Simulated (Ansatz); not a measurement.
# Static equation of state of random alloy of the diamond Si-C (dilute carbon) line, x = 0.0781 (64 atoms)

The cell holds 64 atoms: 59 Si and 5 C. Cell: a = 10.634 Å, b = 10.626 Å, c = 10.612 Å, α = 90.0°, β = 90.0°, γ = 90.0°. It derives from Si (diamond Si-C (dilute carbon)) and C, repeated 2×2×2. The starting structure: Diamond Si-C (dilute carbon): 64 atoms, 5 of 64 Si sites given to C at random, cell and internal coordinates interpolated linearly between the end members (Vegard's rule); not relaxed, displaced by a Gaussian of 0.02 Å. Lattice constants are starting values near those of PBE.

Calculated with Ansatz 0.2.0: Kohn-Sham DFT, PBE, PAW (set soft_2), plane waves; cutoff 420 eV, Γ point, gaussian smearing of 0.05 eV. Cell and atoms were relaxed first, to V0 = 18.736 Å³ an atom at a residual P0 = 0.004 GPa. The cell was then scaled evenly, and the atoms were relaxed at each volume.

```
volume (Å³/atom)  pressure (GPa)
          16.862           11.20
          17.611               ?
          18.174           3.145
          19.298          -2.695
          19.860          -4.998
```

Task: Fit the third-order Birch–Murnaghan equation to the rows given and interpolate to the withheld row.

**Working.**

Take the Eulerian strain f = ½[(V0/V)^(2/3) − 1] and the normalised pressure F = (P − P0) / [3f(1 + 2f)^(5/2)]. The third-order Birch–Murnaghan equation is then the line F = B0 + (3/2)B0(B′ − 4) f, so u = f and v = F.

| u = f | v = F (GPa) |
| --- | --- |
| 0.0363830 | 86.0795 |
| 0.0102566 | 97.0120 |
| -0.00975645 | 96.8711 |
| -0.0190505 | 96.4662 |

With n = 4: mean u = 0.00445817, mean v = 94.1072, Σ(u − ū)² = 0.0018075, Σ(u − ū)(v − v̄) = -0.33418. Slope b = -0.33418 / 0.0018075 = -184.88; intercept a = v̄ − b ū = 94.931.

So B0 = a = 94.9 GPa and B′ = 4 + 2b/(3a) = 2.70. At the withheld volume f = 0.02106, F = a + b f = 91.04 GPa, and P = P0 + 3f(1 + 2f)^(5/2) F.

Prediction at 17.611: 6.380 GPa. The run gave 6.701 GPa, so the fit is low by 0.32 GPa (4.8 % of the value).

The series isn't one smooth equation of state: even a line fitted to all rows, the withheld one included, misses F by up to 4.5 %. B0 and B′ are then only the numbers of this fit, not moduli of the material. Among the rows given, the largest miss of the fit is at 16.862, by 0.28 GPa (1.7 % of the range of the table).

Limits: Static cells at zero temperature; the cell shape is held. The program notes that the SCF threshold of these relaxations is loose for the stress. Only the Γ point is sampled, in a cell whose shortest periodic width is 11 Å.

[Logs are printed without paths, hosts, clocks, repeated set-up lines and the standing remarks that a program may print on its own settings, such as how far it seeks lower states.]

[Hosts, paths, dates, database ids (printed as entryN), source tags and the programs' standing remarks are cut or masked in the printed files.]
